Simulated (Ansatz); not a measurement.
# AlN (P6_3mc): band gap by G0W0 on PBE, part 2 of 2

Aim: the quasiparticle gap of AlN (P6_3mc), starting from PBE.

Ansatz 0.2.0; PBE, then G0W0 on it, plane waves, PAW. Known limits of the many-body steps: finite bands, screening cutoff and k mesh; no spin-orbit coupling in G0W0.

So far. Step 2 (The PBE band structure): Over mesh and path the gap is 4.214 eV, direct, at k = Γ.

The database entry behind the starting cell differs from later determinations by our own check (inner coordinate u about 0.002 short), so it need not match the best structure at ambient conditions.

**3. One-shot GW**

G0W0 replaces the xc potential by a self-energy built once from the orbitals of the start. Levels are corrected in the window of bands that the input names, at points of the mesh.

This step: G0W0 on PBE, plane waves, PAW.

File input.yaml:

```yaml
crystal:
  lattice:
    - [3.113, 0.0, 0.0]
    - [-1.5565, 2.695937082, 0.0]
    - [0.0, 0.0, 4.981]
  atoms:
    - { symbol: Al, position: [0.3333333333, 0.6666666667, 0.0] }
    - { symbol: Al, position: [0.6666666667, 0.3333333333, 0.5] }
    - { symbol: "N", position: [0.3333333333, 0.6666666667, 0.38] }
    - { symbol: "N", position: [0.6666666667, 0.3333333333, 0.88] }
kpoints:
  mp_grid: { grid: [12, 12, 6] }
hamiltonian:
  xc: pbe
  pseudopotentials: { kind: paw, source: ansatz }
scf:
  occupations: { method: fixed }
gw:
  n_empty_bands: 174
  ecut_chi: 150
  qp_bands: [v2, c2]
  qp_kpoints: band_edges
  screening: { model: contour_deformation }
```

Started as:

```sh
ansatz run input.yaml --threads 3 --pin off --max-ram 92160MiB --backend cuda --events-out ev --progress --plain --runs-dir out --devices 1 --max-vram 13GiB
```

Numbers of over 12 decimals in the logs are rounded to 6 here.

The program printed:

```text
GPUs: using 1 of 1 available (devices: 1).
[...]
GPU FFT provider: cuFFT
GPU libraries: cuBLAS 13.8.2, cuFFT 12.4.0, cuSOLVER 12.3.4
Crystal: 4 atoms, lattice volume = 41.803 Å³
Basis set: ecut = 900 eV, 2587 PW (Γ)
Bands: 20, of which v1, the nominal top of the filled ones, is band 16 counted from 1 (15 counted from 0)
Symmetry: 12 space group operations
[...]
k-points: 76 of 864 (time reversal used)
[...]
GPU buffer pool allocated for 51200 grid points (all kernels)
[...]
SCF iter   1: F=—  HF=-5637.379767 eV  |F-HF|=—  |Δ(HF+E_count)|=         —  Δρ=1.21e-1  dr2=6.65e0  ethr=3.10e-3  ⟨swp⟩=5.1  Hψ=6925  notcnv=0  defer=144
[...]
SCF iter   7: F=-5635.652087 eV  HF=-5635.652087 eV  |F-HF|=1.13e-8  |Δ(HF+E_count)|=   3.28e-7  Δρ=7.77e-6  dr2=1.94e-8  ethr=3.13e-10  ⟨swp⟩=8.1  Hψ=7908  notcnv=0
SCF 1 converged in 7 iterations: F = -5635.652087 eV  dr2 = 1.94e-8
[...]
NSCF: frozen V_eff on 76 k-points, pencils in batches of 32, up to order 80
the band table was solved once the SCF had ended and its energy, with any forces and stress, was formed, with the checks that follow a solve (8372 applications of the Hamiltonian). They found nothing against the state; the energy, forces and stress were not computed again (output.eigenvalues in the input reference)
[...]
NSCF: frozen V_eff on 76 k-points
G₀W₀ screening: q 1/76
[... further progress lines ...]
SCF converged after 7 iterations
Free energy (F): -5635.652087 eV
[...]
Internal energy: -5635.652087 eV  (E = F + TS)
E sigma→0 (E₀):  -5635.652087 eV
Fermi energy:    8.745732 eV
[...]
--- Band table (eV; the first three rows and the last of 76) ---
  k-point 0: bands = [... 12 lower, 7.9150, 8.5669, 8.5669, 8.7457, 12.9669, 15.4096, 19.3590, 19.9121]
  k-point 1: bands = [... 12 lower, 7.9563, 8.1473, 8.5209, 8.5209, 13.4573, 15.4762, 19.1852, 19.8787]
  k-point 2: bands = [... 12 lower, 8.0709, 8.0709, 8.3968, 8.3968, 14.4062, 15.5359, 18.9103, 19.9144]
  k-point 75: bands = [... 12 lower, 4.9208, 4.9208, 7.9647, 7.9647, 16.1824, 16.1824, 16.6092, 16.6092]
--- G₀W₀: contour deformation, 6 samples at zero and on the imaginary axis and 2 off it, 864 q-points, 174 empty bands' worth ---
  eigenvalues of the whole cell's RPA ε∞ on this k-mesh (on a slab, of 1 + 4πα/V) = 4.2065, 4.2065, 4.4034; static W/v taken at q = 0 is 0.233560
  bands read: the sum over 190 bands ends inside a degenerate multiplet in 4 slots, whose members it reads at an even weight; the widest, k=1: bands 190 to 191 (counted from 1) at 1/2 each
  gw.qp_kpoints: band_edges: 30 of 76 stored k-points solved, in 1 pass; an edge of the gap read off the rows below is read off those points alone
    valence top: of the k-points left out ik 49 came nearest to being solved in a further pass, in band 16 (counted from 1, as in the quasiparticle table): it holds the edge there only if its correction is more favourable than any solved in that band by at least 0.516 eV; those differ by 0.254 eV
    conduction bottom: of the k-points left out ik 46 came nearest to being solved in a further pass, in band 17 (counted from 1, as in the quasiparticle table): it holds the edge there only if its correction is more favourable than any solved in that band by at least 0.777 eV; those differ by 0.411 eV
    ik  band        ε_KS         Σx   Σc(E_QP)       V_xc       Z   E_QP_lin       E_QP  E_QP is
     0    15      8.5669   -21.6872     3.0445   -17.6925  0.7839     7.6086     7.6167  root
     0    16      8.7457   -21.7691     3.0119   -17.8339  0.7837     7.8148     7.8224  root
     0    17     12.9669    -9.8279    -3.9156   -14.4178  0.8192    13.6440    13.6412  root
     0    18     15.4096    -7.9209    -4.4954   -13.1714  0.8256    16.1688    16.1647  root
     1    15      8.5209   -21.6932     3.0629   -17.6731  0.7837     7.5554     7.5637  root
     1    16      8.5209   -21.6932     3.0629   -17.6731  0.7837     7.5554     7.5637  root
     1    17     13.4573   -10.1181    -3.9277   -14.7497  0.8154    14.1644    14.1613  root
     1    18     15.4762    -8.0385    -4.5079   -13.3116  0.8238    16.2457    16.2414  root
     2    15      8.3968   -21.7022     3.1069   -17.6205  0.7831     7.4133     7.4221  root
     2    16      8.3968   -21.7022     3.1069   -17.6205  0.7831     7.4133     7.4221  root
     2    17     14.4062   -10.0115    -4.1561   -14.9451  0.8104    15.1880    15.1837  root
     2    18     15.5359    -8.5238    -4.5175   -13.8373  0.8176    16.3368    16.3319  root
     3    15      8.2314   -21.7050     3.1582   -17.5506  0.7823     7.2258     7.2352  root
     3    16      8.2314   -21.7050     3.1582   -17.5506  0.7823     7.2258     7.2352  root
     3    17     15.2138    -9.3683    -4.4178   -14.6039  0.8104    16.0369    16.0317  root
     3    18     15.2138    -9.3683    -4.4178   -14.6039  0.8104    16.0369    16.0317  root
     4    15      8.5541   -21.7318     3.0575   -17.7222  0.7837     7.5938     7.6020  root
     4    16      8.7086   -21.7752     3.0260   -17.8207  0.7835     7.7724     7.7801  root
     4    17     13.3872   -10.1133    -3.9224   -14.7369  0.8158    14.0915    14.0884  root
     4    18     15.7782    -8.0821    -4.5465   -13.4163  0.8223    16.5706    16.5659  root
     5    15      8.4889   -21.6545     3.0717   -17.6220  0.7832     7.5196     7.5281  root
     5    16      8.4992   -21.7241     3.0755   -17.6884  0.7835     7.5306     7.5390  root
     5    17     13.7878   -10.1939    -3.9788   -14.9024  0.8131    14.5210    14.5175  root
     5    18     15.8374    -8.1943    -4.5623   -13.5540  0.8204    16.6398    16.6348  root
     6    15      8.2249   -21.5651     3.1356   -17.4319  0.7825     7.2179     7.2274  root
     6    16      8.3527   -21.7007     3.1195   -17.6005  0.7829     7.3631     7.3720  root
     6    17     14.6312    -9.9720    -4.2060   -14.9706  0.8087    15.4285    15.4238  root
     6    18     15.8530    -8.6717    -4.5766   -14.0742  0.8137    16.6845    16.6789  root
     7    15      8.1599   -21.6684     3.1727   -17.4898  0.7821     7.1444     7.1541  root
     7    16      8.1599   -21.6684     3.1727   -17.4898  0.7821     7.1444     7.1541  root
     7    17     15.4402    -9.4045    -4.4643   -14.7042  0.8075    16.2813    16.2756  root
     7    18     15.4402    -9.4045    -4.4643   -14.7042  0.8075    16.2813    16.2756  root
     8    15      8.4874   -21.7785     3.0876   -17.7292  0.7833     7.5172     7.5257  root
     8    16      8.5745   -21.7487     3.0639   -17.7383  0.7830     7.6199     7.6281  root
     8    17     14.2459   -10.1090    -4.0990   -14.9739  0.8106    15.0160    15.0119  root
     8    18     16.4702    -7.8658    -4.6767   -13.3603  0.8187    17.2935    17.2879  root
     9    15      8.4095   -21.6478     3.0983   -17.5790  0.7826     7.4302     7.4390  root
     9    16      8.4141   -21.7463     3.1054   -17.6688  0.7831     7.4333     7.4420  root
     9    17     14.4469    -9.8685    -4.1571   -14.7948  0.8103    15.2204    15.2161  root
     9    18     16.5191    -8.0277    -4.7012   -13.5590  0.8155    17.3551    17.3492  root
[...]
71    15      7.9114   -21.6915     3.2286   -17.4337  0.7806     6.8717     6.8822  root
    71    16      7.9114   -21.6915     3.2286   -17.4337  0.7806     6.8717     6.8822  root
    71    17     15.5977    -6.9183    -4.4997   -12.1034  0.8164    16.2870    16.2831  root
    71    18     15.5977    -6.9183    -4.4997   -12.1034  0.8164    16.2870    16.2831  root
    72    15      6.3732   -20.7721     3.5371   -16.0574  0.7721     5.1780     5.1956  root
    72    16      6.3732   -20.7721     3.5371   -16.0574  0.7721     5.1780     5.1956  root
    72    17     13.8091    -4.8934    -4.1913    -9.5089  0.8358    14.2346    14.2334  root
    72    18     17.1221    -7.6519    -4.9211   -13.4353  0.7946    17.9926    17.9843  root
    75    15      7.9647   -21.7479     3.2235   -17.5015  0.7807     6.9315     6.9418  root
    75    16      7.9647   -21.7479     3.2235   -17.5015  0.7807     6.9315     6.9418  root
    75    17     16.1824    -6.8440    -4.6645   -12.2271  0.8070    16.9059    16.9009  root
    75    18     16.1824    -6.8440    -4.6645   -12.2271  0.8070    16.9059    16.9009  root
```

It took 5 min on 1 × NVIDIA H100 80GB HBM3 (shared by 6 runs) with 3 threads of AMD EPYC 7R13 (Zen 3), shared host; peak memory 2.3 GiB.

This step gave:

| Item | Value |
| --- | --- |
| bands summed | 190 |
| RPA ε∞ on this mesh (eigenvalues) | 4.206, 4.206, 4.403 |
| plane waves in the screening matrix | 159 |
| q-points in the mesh | 864 |
| G0W0 gap over the corrected points | 5.819 eV |
| k of the valence top | 0, 0, 0 |
| k of the conduction bottom | 0, 0, 0 |
| starting gap on the mesh | 4.221 eV |
| Z at the valence top | 0.7837 |
| Z at the conduction bottom | 0.8192 |
| least direct G0W0 gap over the corrected points | 5.819 eV |

Over 30 of 76 irreducible mesh points the G0W0 gap is 5.819 eV, direct, at k = Γ. The PBE gap of this run on the mesh is 4.221 eV. The two states that bound the G0W0 gap lie that far apart at the start, so the correction of the gap is 5.819 − 4.221 = +1.598 eV. The start of this run differs from the step before in files (soft_1 PAW and hard PAW) and plane-wave cutoff (420 eV and 900 eV).

Labels follow the order of the start: v1 is the top filled band, c1 the lowest empty one; levels that stay degenerate share a row, the window can cut a multiplet, doubted levels are not marked in this list, bands outside the window were not corrected, and the list may be a part of the corrected levels. The levels before and after the correction (eV, zero at the valence-band top of each column):

```
           conduction bottom  valence top
Kohn-Sham               4.22         0.00
     G0W0               5.82         0.00
```

```
           level  occupation  energy (eV)
Kohn-Sham   Γ v2           2       -0.179
Kohn-Sham   Γ v1           2        0.000
Kohn-Sham   Γ c1           0        4.221
Kohn-Sham   Γ c2           0        6.664
     G0W0   Γ v2           2       -0.206
     G0W0   Γ v1           2        0.000
     G0W0   Γ c1           0        5.819
     G0W0   Γ c2           0        8.342
```

The parts of the quasiparticle energy for the two states that bound the G0W0 gap, in eV on the run's own scale (QP = start + Σx + Σc − Vxc, with Σc at the quasiparticle energy):

```
             edge  k  band   start       Σx      Σc      Vxc      Z      QP
      valence top  Γ    16   8.746  −21.769   3.012  −17.834  0.784   7.822
conduction bottom  Γ    17  12.967   −9.828  −3.916  −14.418  0.819  13.641
```

**4. The runs together**

Each gap is the least one over the points named; times are wall times on shared hosts, not benchmarks. A G0W0 time includes the run's own self-consistent start. Rows marked * are further runs, not shown as steps, whose inputs differ from the G0W0 step on the same start in the columns given; solver thresholds can differ too.

```
    level     mesh       files, cutoff  bands summed, screening                            points  gap (eV)  valence top  conduction bottom  least direct gap (eV)    time
      PBE  12×12×6  soft_1 PAW, 420 eV                        -                     mesh and path     4.214            Γ                  Γ                  4.214   7.8 s
 G0W0@PBE  12×12×6    hard PAW, 900 eV              190, 150 eV  30 of 76 irreducible mesh points     5.819            Γ                  Γ                  5.819   5 min
G0W0@PBE*  12×12×8    hard PAW, 900 eV              190, 150 eV  36 of 95 irreducible mesh points     5.818            Γ                  Γ                  5.818  10 min
```

**5. Outcome**

```json
{
  "PBE gap over mesh and path": "4.214 eV, direct, at k = Γ",
  "G0W0@PBE gap over 30 of 76 irreducible mesh points": "5.819 eV, direct, at k = Γ",
  "GW settings": "12×12×6 mesh, 174 empty bands, screening to 150 eV, hard PAW files",
  "known limits": "finite bands, screening cutoff and k mesh; no spin-orbit coupling in G0W0"
}
```

Over 30 of 76 irreducible mesh points the G0W0 gap is 5.819 eV, direct, at k = Γ. The PBE gap of this run on the mesh is 4.221 eV. The two states that bound the G0W0 gap lie that far apart at the start, so the correction of the gap is 5.819 − 4.221 = +1.598 eV. The valence state moves by 7.822 − 8.746 = −0.924 eV and the conduction state by 13.641 − 12.967 = +0.674 eV, on the run's own scale; how far single levels stand from their limit in bands is not shown. Both edges that PBE shows over mesh and path lie at k points where levels were corrected. Levels at other points were not corrected, so a lower G0W0 gap elsewhere in the zone is not ruled out. No second run with other bands and screening cutoff is shown, so the distance to the basis limit is not known. With the 12×12×8 mesh in place of the 12×12×6 mesh and all else as in the G0W0@PBE row with 190 bands, the gap differs by 5.818 − 5.819 = −0.001 eV, and that of the start by 4.221 − 4.221 = +0.000 eV. The G0W0 runs are scalar-relativistic. G0W0 is shown with one set of atomic data (hard PAW), so the error from the files is not known here.

[Paths, hosts, dates, memory and timing lines, banners, echoed tables and standing remarks are left out of the program output.]

[Logs are printed without paths, hosts, clocks, repeated set-up lines and the standing remarks that a program may print on its own settings, such as how far it seeks lower states.]

[Runs of the session that timed out or met a known fault of the program may be left out.]

[Cells called generated may have been cut or substituted from an entry of the Crystallography Open Database or the Materials Project.]

[Hosts, paths, dates, database ids (printed as entryN), source tags and the programs' standing remarks are cut or masked in the printed files.]

[Where an RPA ε∞ is given, it is that of the G0W0 mesh and is not shown converged in it. Names of k-points follow the symmetry that the program found, which can be lower than the space group named. Band edges on a path are those of the sampled points; other points can move an edge, and change direct to indirect where valleys lie close.]

[Hybrid gaps are those of their k-mesh and are not shown converged in it.]
